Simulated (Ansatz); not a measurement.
In doubt: masses and optical values from hybrid runs of this build are listed as unsure (in some of the runs), which bears on the screening that GW takes from such a start.

Two G0W0 runs on InF3 (R-3c).

The structure is trigonal, space group R-3c (No. 167). The conventional cell has a = 5.410 Å, b = 5.410 Å, c = 14.378 Å, α = 90.00°, β = 90.00°, γ = 120.00°. Nearest to In lie 6 F at 2.05 Å. Nearest to F lie 2 In at 2.05 Å. Farther neighbours and most contacts between anions are not listed.

```
In F
1.0
     2.70515    1.56182    4.79250
    -2.70515    1.56182    4.79250
     0.00000   -3.12364    4.79250
In F
2 6
Direct
  0.00000 0.00000 0.00000
  0.50000 0.50000 0.50000
  0.85840 0.64160 0.25000
  0.25000 0.85840 0.64160
  0.64160 0.25000 0.85840
  0.14160 0.35840 0.75000
  0.75000 0.14160 0.35840
  0.35840 0.75000 0.14160
```

The cell and positions come from the Crystallography Open Database and are kept as given unless a step says otherwise.

The first (Ansatz 0.2.0; start LDA, 4×4×4 mesh, 722 empty bands, screening to 190 eV, hard PAW files; 1 × NVIDIA H100 80GB HBM3 (shared by 3 runs) with 4 threads of AMD EPYC 7R13 (Zen 3), shared host) gave, on its mesh: starting gap 4.24 eV, G0W0 gap 7.65 eV, RPA ε∞ (mean) 2.28, 2.1 min.

The second changes start from LDA to PBE0. What does it give?

It gave: starting gap 7.34 eV, G0W0 gap 9.00 eV, RPA ε∞ (mean) 1.88, 3.8 min. The G0W0 gap moves by +1.35 eV, +3.11 eV from the start and −1.76 eV from the correction.

Limits: not at the basis limit; no spin-orbit coupling.

[Paths, hosts, dates, memory and timing lines, banners, echoed tables and standing remarks are left out of the program output.]

[Logs are printed without paths, hosts, clocks, repeated set-up lines and the standing remarks that a program may print on its own settings, such as how far it seeks lower states.]

[Runs of the session that timed out or met a known fault of the program may be left out.]

[Cells called generated may have been cut or substituted from an entry of the Crystallography Open Database or the Materials Project.]

[Hosts, paths, dates, database ids (printed as entryN), source tags and the programs' standing remarks are cut or masked in the printed files.]
